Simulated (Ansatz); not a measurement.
# Rh(100) slab, 5 layers: from the cell to its phonons

Task: relax Rh(100) slab, 5 layers, then find its harmonic phonons.

Method: DFT LDA, scalar-relativistic, plane waves, PAW; PAW set soft_1, in Ansatz 0.2.0.

This is a report of a sequence of runs, with most program output left out.

**1. The structure**

The cell holds 5 atoms: 5 Rh. Its edges and angles: a = 2.687 Å, b = 2.687 Å, c = 20.600 Å, α = 90.0°, β = 90.0°, γ = 90.0°. It derives from Rh. Vacuum lies along c.

**2. Coarse relaxation**

The start is far from rest, so a relaxation with loose tolerances brings it close first.

The program solves this slab on a cell height of its own, 39.0 Å, in place of the one typed.

Input file input.yaml:

```yaml
crystal:
  lattice:
    - [1.9, 1.9, 0.0]
    - [-1.9, 1.9, 0.0]
    - [0.0, 0.0, 20.6]
  atoms:
    - { symbol: Rh, position: [0.0, 0.0, 0.315534] }
    - { symbol: Rh, position: [0.5, 0.5, 0.407767] }
    - { symbol: Rh, position: [0.0, 0.0, 0.5] }
    - { symbol: Rh, position: [0.5, 0.5, 0.592233] }
    - { symbol: Rh, position: [0.0, 0.0, 0.684466] }
  periodic: [true, true, false]
kpoints:
  mp_grid: { grid: [8, 8, 1] }
hamiltonian:
  xc: lda
  pseudopotentials: { kind: paw, azcp: { folder: soft_1 }, xc_functional: pbe }
scf:
  occupations: { method: gaussian, width: 0.1 }
output:
  forces: true
  stress: true
  eigenvalues: true
relax:
  adjacent_minimum: "off"
  f_tol: 0.05
  max_steps: 80
  cell: { stress_2d_tol: 0.02 }
```

The run is started by

```bash
> ansatz run input.yaml --threads 8 --pin off --max-ram 16384MiB --backend cpu --events-out ev --progress --plain --runs-dir out
```

The job ended after 14 s (8 threads of Arm Neoverse V2, shared host; peak memory 0.88 GiB; 1.7 min of CPU time).

Step by step:

```csv
step,energy less that of the first step (eV),largest force component (eV/Å),volume (Å³)
1,0.0000,1.0824,281.58
2,-0.0734,1.3382,257.73
3,-0.3068,0.1782,268.24
4,-0.3130,0.0250,266.59
5,-0.3131,0.0012,266.38
6*,-0.3113,0.0009,266.38
```

Relaxation steps marked * repeat the geometry before them on a plane-wave basis chosen anew for their cell, so energy and pressure can jump there.

The run keeps the 16 symmetry operations that it works with, so distortions that break them were not tested.

```csv
cell as run,before,after,change
a (Å),2.687,2.613,-2.7 %
b (Å),2.687,2.613,-2.7 %
```

The atoms that moved most (Å, along periodic axes as changes of fractional coordinates times the final cell, across vacuum about the mean position):

```csv
atom,dx,dy,dz,length
Rh5,0.000,0.000,-0.048,0.048
Rh1,0.000,0.000,0.048,0.048
Rh4,0.000,0.000,0.019,0.019
Rh2,0.000,0.000,-0.019,0.019
```

The relaxed structure:

```xyz
5
Lattice="1.8480 1.8480 0.0000 -1.8480 1.8480 0.0000 0.0000 0.0000 39.0000" Properties=species:S:1:pos:R:3
Rh    0.0000    0.0000    6.5484
Rh    0.0000    1.8480    8.3808
Rh    0.0000    0.0000   10.3000
Rh    0.0000    1.8480   12.2192
Rh    0.0000    0.0000   14.0516
```

Numbers from this step:

```yaml
gap_on_the_k_mesh: 0 eV
area_per_atom: 1.366 Å²
```

The relaxation ends with a largest force component of 9.4e-4 eV/Å.

**3. Bringing the structure to rest**

Harmonic phonons are second derivatives at a point where the forces vanish, and they are wanted at zero stress, so atoms and cell are relaxed first.

Input file input.yaml:

```yaml
crystal:
  lattice:
    - [1.8480015583, 1.8480015583, 0.0]
    - [-1.8480015583, 1.8480015583, 0.0]
    - [0.0, 0.0, 38.9999984]
  atoms:
    - { symbol: Rh, position: [0.0, 0.0, 0.1679071582] }
    - { symbol: Rh, position: [0.5, 0.5, 0.2148934479] }
    - { symbol: Rh, position: [0.0, 0.0, 0.2641025749] }
    - { symbol: Rh, position: [0.5, 0.5, 0.3133117019] }
    - { symbol: Rh, position: [0.0, 0.0, 0.3602979917] }
  periodic: [true, true, false]
kpoints:
  mp_grid: { grid: [14, 14, 1] }
hamiltonian:
  xc: lda
  pseudopotentials: { kind: paw, azcp: { folder: soft_1 }, xc_functional: pbe }
scf:
  occupations: { method: gaussian, width: 0.1 }
output:
  forces: true
  stress: true
  eigenvalues: true
  write_density: true
  write_potential: true
  elf: true
  volumetric_format: npy
relax:
  adjacent_minimum: "off"
  f_tol: 0.005
  max_steps: 80
  cell: { stress_2d_tol: 0.02 }
```

Wall time 28 s (8 threads); peak memory 1 GiB; 3.7 min of CPU time.

Step by step:

```csv
step,energy less that of the first step (eV),largest force component (eV/Å),volume (Å³)
1,0.0000,0.0799,266.38
2,-0.0020,0.0445,267.85
3,-0.0022,0.0056,267.83
4,-0.0022,0.0011,267.80
5*,-0.0024,0.0011,267.80
```

Relaxation steps marked * repeat the geometry before them on a plane-wave basis chosen anew for their cell, so energy and pressure can jump there.

Forces are held to the 16 operations that the run works with; a distortion that breaks them can't arise in this run.

```csv
cell as run,before,after,change
a (Å),2.613,2.620,+0.3 %
b (Å),2.613,2.620,+0.3 %
```

The atoms that moved most (Å, along periodic axes as changes of fractional coordinates times the final cell, across vacuum about the mean position):

```csv
atom,dx,dy,dz,length
Rh5,0.000,0.000,-0.023,0.023
Rh1,0.000,0.000,0.023,0.023
Rh4,0.000,0.000,-0.009,0.009
Rh2,0.000,0.000,0.009,0.009
```

The relaxed structure:

```xyz
5
Lattice="1.8529 1.8529 0.0000 -1.8529 1.8529 0.0000 0.0000 0.0000 39.0000" Properties=species:S:1:pos:R:3
Rh    0.0000    0.0000    6.5711
Rh    0.0000    1.8529    8.3897
Rh    0.0000    0.0000   10.3000
Rh    0.0000    1.8529   12.2103
Rh    0.0000    0.0000   14.0289
```

This step gave:

* area per atom: 1.373 Å²

Electrostatic potential energy in the ac plane at fractional y = 0.000, with atoms of Rh within 0.2 Å of it. With pseudopotentials it is smooth inside the atoms' cores, unlike the true potential.

Ten even steps from '_' (-57 eV) to '@' (0 eV), each cell a mean:
```
@@@@@@@@@@@@@@@@@@@@@@@@@@@@
@@@@@@@@@@@@@@@@@@@@@@@@@@@@
@@@@@@@@@@@@@@@@@@@@@@@@@@@@
@@@@@@@@@@@@@@@@@@@@@@@@@@@@
@@@@@@@@@@@@@@@@@@@@@@@@@@@@
@@@@@@@@@@@@@@@@@@@@@@@@@@@@
@@@@@@@@@@@@@@@@@@@@@@@@@@@@
@@@@@@@@@@@@@@@@@@@@@@@@@@@@
@@@@@@@@@@@@@@@@@@@@@@@@@@@@
@@@@@@@@@@@@@@@@@@@@@@@@@@@@
@@@@@@@@@@@@@@@@@@@@@@@@@@@@
@@@@@@@@@@@@@@@@@@@@@@@@@@@@
@@@@@@@@@@@@@@@@@@@@@@@@@@@@
@@@@@@@@@@@@@@@@@@@@@@@@@@@@
######%%@@@@@@@@@@@@@@%%####
____..::++##%%%%%%##++::..__
@@@@@@@@@@%%%%%%%%%%@@@@@@@@
______..==##%%%%%%##==..____
%%%%%%%%%%%%%%%%%%%%%%%%%%%%
::::--==**##%%%%%%##**==--::
++++++**##%%@@@@@@%%##**++++
@@@@@@@@@@@@@@@@@@@@@@@@@@@@
@@@@@@@@@@@@@@@@@@@@@@@@@@@@
@@@@@@@@@@@@@@@@@@@@@@@@@@@@
```
Columns run along a (2.6 Å; values clipped at the 3rd and 97th percentile), rows up along c (39.0 Å). Atoms in or near the plane, at fractional coordinates: Rh at (0.00, 0.17), Rh at (0.00, 0.26), Rh at (0.00, 0.36).

ELF in the ac plane at fractional y = 0.000, with atoms of Rh within 0.2 Å of it. It is the smooth field of the valence electrons, not physical close to the nuclei.

Ten even steps from '0' (0.00) to '9' (0.66), each cell a mean:
```
00000000000000
00000000000000
00000000000000
00000000000000
00000000000000
00000000000000
00000000000000
00000000000000
00000000000000
00000000000000
00000000000000
00000000000000
00000000000000
00000000000000
44332223222334
99875433345789
33333344433333
99875334335789
33333344433333
77764333334677
65543333333455
00000000000000
00000000000000
00000000000000
```
Columns run along a (2.6 Å), rows up along c (39.0 Å). Atoms in or near the plane, at fractional coordinates: Rh at (0.00, 0.17), Rh at (0.00, 0.26), Rh at (0.00, 0.36).

Valence density in the ac plane at fractional y = 0.000, with atoms of Rh within 0.2 Å of it. It is the smooth field of the valence electrons, not physical close to the nuclei.

Values in units of 1e0 e/Å³, 24 rows by 14 columns, each cell a mean:
```
0.0 0.0 0.0 0.0 0.0 0.0 0.0 0.0 0.0 0.0 0.0 0.0 0.0 0.0
0.0 0.0 0.0 0.0 0.0 0.0 0.0 0.0 0.0 0.0 0.0 0.0 0.0 0.0
0.0 0.0 0.0 0.0 0.0 0.0 0.0 0.0 0.0 0.0 0.0 0.0 0.0 0.0
0.0 0.0 0.0 0.0 0.0 0.0 0.0 0.0 0.0 0.0 0.0 0.0 0.0 0.0
0.0 0.0 0.0 0.0 0.0 0.0 0.0 0.0 0.0 0.0 0.0 0.0 0.0 0.0
0.0 0.0 0.0 0.0 0.0 0.0 0.0 0.0 0.0 0.0 0.0 0.0 0.0 0.0
0.0 0.0 0.0 0.0 0.0 0.0 0.0 0.0 0.0 0.0 0.0 0.0 0.0 0.0
0.0 0.0 0.0 0.0 0.0 0.0 0.0 0.0 0.0 0.0 0.0 0.0 0.0 0.0
0.0 0.0 0.0 0.0 0.0 0.0 0.0 0.0 0.0 0.0 0.0 0.0 0.0 0.0
0.0 0.0 0.0 0.0 0.0 0.0 0.0 0.0 0.0 0.0 0.0 0.0 0.0 0.0
0.0 0.0 0.0 0.0 0.0 0.0 0.0 0.0 0.0 0.0 0.0 0.0 0.0 0.0
0.0 0.0 0.0 0.0 0.0 0.0 0.0 0.0 0.0 0.0 0.0 0.0 0.0 0.0
0.0 0.0 0.0 0.0 0.0 0.0 0.0 0.0 0.0 0.0 0.0 0.0 0.0 0.0
0.0 0.0 0.0 0.0 0.0 0.0 0.0 0.0 0.0 0.0 0.0 0.0 0.0 0.0
1.1 0.9 0.7 0.4 0.2 0.1 0.1 0.1 0.1 0.1 0.2 0.4 0.7 0.9
8.3 7.5 5.4 3.2 1.4 0.6 0.4 0.3 0.4 0.6 1.4 3.2 5.4 7.5
0.3 0.3 0.3 0.3 0.3 0.3 0.3 0.4 0.3 0.3 0.3 0.3 0.3 0.3
8.7 7.8 5.7 3.2 1.4 0.6 0.4 0.4 0.4 0.6 1.4 3.2 5.7 7.8
0.6 0.6 0.5 0.4 0.3 0.3 0.3 0.3 0.3 0.3 0.3 0.4 0.5 0.6
6.2 5.6 4.1 2.4 1.1 0.6 0.4 0.3 0.4 0.6 1.1 2.4 4.1 5.6
3.2 2.9 2.1 1.2 0.5 0.3 0.2 0.2 0.2 0.3 0.5 1.2 2.1 2.9
0.0 0.0 0.0 0.0 0.0 0.0 0.0 0.0 0.0 0.0 0.0 0.0 0.0 0.0
0.0 0.0 0.0 0.0 0.0 0.0 0.0 0.0 0.0 0.0 0.0 0.0 0.0 0.0
0.0 0.0 0.0 0.0 0.0 0.0 0.0 0.0 0.0 0.0 0.0 0.0 0.0 0.0
```
Columns run along a (2.6 Å), rows up along c (39.0 Å). Atoms in or near the plane, at fractional coordinates: Rh at (0.00, 0.17), Rh at (0.00, 0.26), Rh at (0.00, 0.36).

**4. Relaxing to small forces for the phonons**

Phonons need a cell at rest on their own settings, so the relaxation is repeated with tight tolerances on forces and stress on the k mesh and occupations of the first response run.

input.yaml, the sections that differ from step 3:

```yaml
crystal:
  lattice:
    - [1.8529102539, 1.8529102539, 0.0]
    - [-1.8529102539, 1.8529102539, 0.0]
    - [0.0, 0.0, 38.9999984]
  atoms:
    - { symbol: Rh, position: [0.0, 0.0, 0.1684903228] }
    - { symbol: Rh, position: [0.5, 0.5, 0.2151196843] }
    - { symbol: Rh, position: [0.0, 0.0, 0.2641025749] }
    - { symbol: Rh, position: [0.5, 0.5, 0.3130854655] }
    - { symbol: Rh, position: [0.0, 0.0, 0.3597148271] }
  periodic: [true, true, false]
kpoints:
  mp_grid: { grid: [16, 16, 1] }
scf:
  occupations: { method: methfessel_paxton, width: 0.2 }
relax:
  adjacent_minimum: "off"
  f_tol: 0.001
  max_steps: 60
  cell: { stress_2d_tol: 0.002 }
# hamiltonian, output: as in step 3
```

Elapsed: 46 s, on 8 threads; peak memory 1.1 GiB; 5.9 min of CPU time.

Step by step:

```csv
step,energy less that of the first step (eV),largest force component (eV/Å),volume (Å³)
1,0.0000,0.0220,267.80
2,-0.0004,0.0186,267.15
3,-0.0004,0.0020,267.23
4,-0.0004,0.0004,267.24
5*,-0.0003,0.0004,267.24
6,-0.0003,0.0000,267.23
7*,-0.0003,0.0000,267.23
```

Relaxation steps marked * repeat the geometry before them on a plane-wave basis chosen anew for their cell, so energy and pressure can jump there.

The run keeps the 16 symmetry operations that it works with, so distortions that break them were not tested.

```csv
cell as run,before,after,change
a (Å),2.620,2.618,-0.1 %
b (Å),2.620,2.618,-0.1 %
```

Numbers from this step:

```
area per atom : 1.37 Å²
```

Valence density in the ac plane at fractional y = 0.000, with atoms of Rh within 0.2 Å of it. It is the smooth field of the valence electrons, not physical close to the nuclei.

Values in units of 1e0 e/Å³, 24 rows by 14 columns, each cell a mean:
```
0.0 0.0 0.0 0.0 0.0 0.0 0.0 0.0 0.0 0.0 0.0 0.0 0.0 0.0
0.0 0.0 0.0 0.0 0.0 0.0 0.0 0.0 0.0 0.0 0.0 0.0 0.0 0.0
0.0 0.0 0.0 0.0 0.0 0.0 0.0 0.0 0.0 0.0 0.0 0.0 0.0 0.0
0.0 0.0 0.0 0.0 0.0 0.0 0.0 0.0 0.0 0.0 0.0 0.0 0.0 0.0
0.0 0.0 0.0 0.0 0.0 0.0 0.0 0.0 0.0 0.0 0.0 0.0 0.0 0.0
0.0 0.0 0.0 0.0 0.0 0.0 0.0 0.0 0.0 0.0 0.0 0.0 0.0 0.0
0.0 0.0 0.0 0.0 0.0 0.0 0.0 0.0 0.0 0.0 0.0 0.0 0.0 0.0
0.0 0.0 0.0 0.0 0.0 0.0 0.0 0.0 0.0 0.0 0.0 0.0 0.0 0.0
0.0 0.0 0.0 0.0 0.0 0.0 0.0 0.0 0.0 0.0 0.0 0.0 0.0 0.0
0.0 0.0 0.0 0.0 0.0 0.0 0.0 0.0 0.0 0.0 0.0 0.0 0.0 0.0
0.0 0.0 0.0 0.0 0.0 0.0 0.0 0.0 0.0 0.0 0.0 0.0 0.0 0.0
0.0 0.0 0.0 0.0 0.0 0.0 0.0 0.0 0.0 0.0 0.0 0.0 0.0 0.0
0.0 0.0 0.0 0.0 0.0 0.0 0.0 0.0 0.0 0.0 0.0 0.0 0.0 0.0
0.0 0.0 0.0 0.0 0.0 0.0 0.0 0.0 0.0 0.0 0.0 0.0 0.0 0.0
1.1 1.0 0.7 0.4 0.2 0.1 0.1 0.1 0.1 0.1 0.2 0.4 0.7 1.0
8.3 7.4 5.4 3.2 1.4 0.6 0.4 0.3 0.4 0.6 1.4 3.2 5.4 7.4
0.3 0.3 0.3 0.3 0.3 0.3 0.3 0.4 0.3 0.3 0.3 0.3 0.3 0.3
8.8 7.8 5.7 3.2 1.4 0.6 0.4 0.4 0.4 0.6 1.4 3.2 5.7 7.8
0.6 0.6 0.5 0.4 0.3 0.3 0.3 0.3 0.3 0.3 0.3 0.4 0.5 0.6
6.2 5.5 4.0 2.4 1.1 0.6 0.4 0.3 0.4 0.6 1.1 2.4 4.0 5.5
3.3 2.9 2.1 1.2 0.6 0.3 0.2 0.2 0.2 0.3 0.6 1.2 2.1 2.9
0.0 0.0 0.0 0.0 0.0 0.0 0.0 0.0 0.0 0.0 0.0 0.0 0.0 0.0
0.0 0.0 0.0 0.0 0.0 0.0 0.0 0.0 0.0 0.0 0.0 0.0 0.0 0.0
0.0 0.0 0.0 0.0 0.0 0.0 0.0 0.0 0.0 0.0 0.0 0.0 0.0 0.0
```
Columns run along a (2.6 Å), rows up along c (39.0 Å). Atoms in or near the plane, at fractional coordinates: Rh at (0.00, 0.17), Rh at (0.00, 0.26), Rh at (0.00, 0.36).

Electrostatic potential energy in the ac plane at fractional y = 0.000, with atoms of Rh within 0.2 Å of it. With pseudopotentials it is smooth inside the atoms' cores, unlike the true potential.

Ten even steps from '0' (-57 eV) to '9' (0 eV), each cell a mean:
```
99999999999999
99999999999999
99999999999999
99999999999999
99999999999999
99999999999999
99999999999999
99999999999999
99999999999999
99999999999999
99999999999999
99999999999999
99999999999999
99999999999999
77789999999877
00125788875210
99999888889999
00014788874100
88888888888888
23346788876433
45567899987655
99999999999999
99999999999999
99999999999999
```
Columns run along a (2.6 Å; values clipped at the 3rd and 97th percentile), rows up along c (39.0 Å). Atoms in or near the plane, at fractional coordinates: Rh at (0.00, 0.17), Rh at (0.00, 0.26), Rh at (0.00, 0.36).

[end of part 1 of 2]

[Logs are printed without paths, hosts, clocks, repeated set-up lines and the standing remarks that a program may print on its own settings, such as how far it seeks lower states.]

[Hosts, paths, dates, database ids (printed as entryN), source tags and the programs' standing remarks are cut or masked in the printed files.]
